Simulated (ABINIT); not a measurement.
Planning a run of ABINIT 10.8.3 on K2LiAlH6 (Fm-3m). The input:

```
acell 3*1.0 Angstrom
rprim 
  -0.000000000000 3.880349530400 3.880349530400
  3.880349530400 0.000000000000 3.880349530400
  3.880349530400 3.880349530400 0.000000000000
ntypat 4
znucl 19 3 13 1
natom 10
typat 1 1 2 3 4 4 4 4 4 4
xred 
  0.750000000000 0.750000000000 0.750000000000
  0.250000000000 0.250000000000 0.250000000000
  0.500000000000 0.500000000000 0.500000000000
  0.000000000000 -0.000000000000 -0.000000000000
  0.772107360000 0.227892640000 0.227892640000
  0.772107360000 0.227892640000 0.772107360000
  0.227892640000 0.772107360000 0.772107360000
  0.227892640000 0.772107360000 0.227892640000
  0.227892640000 0.227892640000 0.772107360000
  0.772107360000 0.772107360000 0.227892640000
pp_dirpath "pseudos"
pseudos "K.upf, Li.upf, Al.upf, H.upf"
ecut 33
ngkpt 2 2 2
nshiftk 1
shiftk 0 0 0
kptopt 1
chksymbreak 0
istwfk *1
occopt 1
irdwfk 1
optdriver 4
nband 63
gwcalctyp 28
ecutsigx 33
symsigma 0
nkptgw 3
kptgw 
  0.0000000000 0.0000000000 0.0000000000
  0.5000000000 0.0000000000 0.0000000000
  0.5000000000 0.5000000000 0.0000000000
bdgw 
  10 32
  10 32
  10 32
ecuteps 3.2
irdscr 1
ppmodel 1
rhoqpmix 0.3
indata_prefix "in"
outdata_prefix "out"
tmpdata_prefix "tmp"
```

```sh
OMP_NUM_THREADS=1 mpirun -n 4 abinit run.abi > log
```

**Question.** Estimate wall time and host memory on 4 MPI ranks of Arm Neoverse V1, shared host.

It took 19 s; on shared hardware allow 9.7 s to 39 s. Peak host memory was 1.6 GiB.

[Paths, hosts, dates, memory and timing lines, banners, echoed tables and standing remarks are left out of the program output.]

[Logs are printed without paths, hosts, clocks, repeated set-up lines and the standing remarks that a program may print on its own settings, such as how far it seeks lower states.]

[Runs of the session that timed out or met a known fault of the program may be left out.]

[Hosts, paths, dates, database ids (printed as entryN), source tags and the programs' standing remarks are cut or masked in the printed files.]

[G0W0 gaps are taken among the corrected bands and points alone; a level outside them can change the order at an edge.]

[Where Ansatz stands beside ABINIT at settings called matched, ABINIT's density can come from a denser mesh and the files from another edition; pairs whose starting gaps differed by over 0.03 eV were left out, so agreement reads better than it is.]
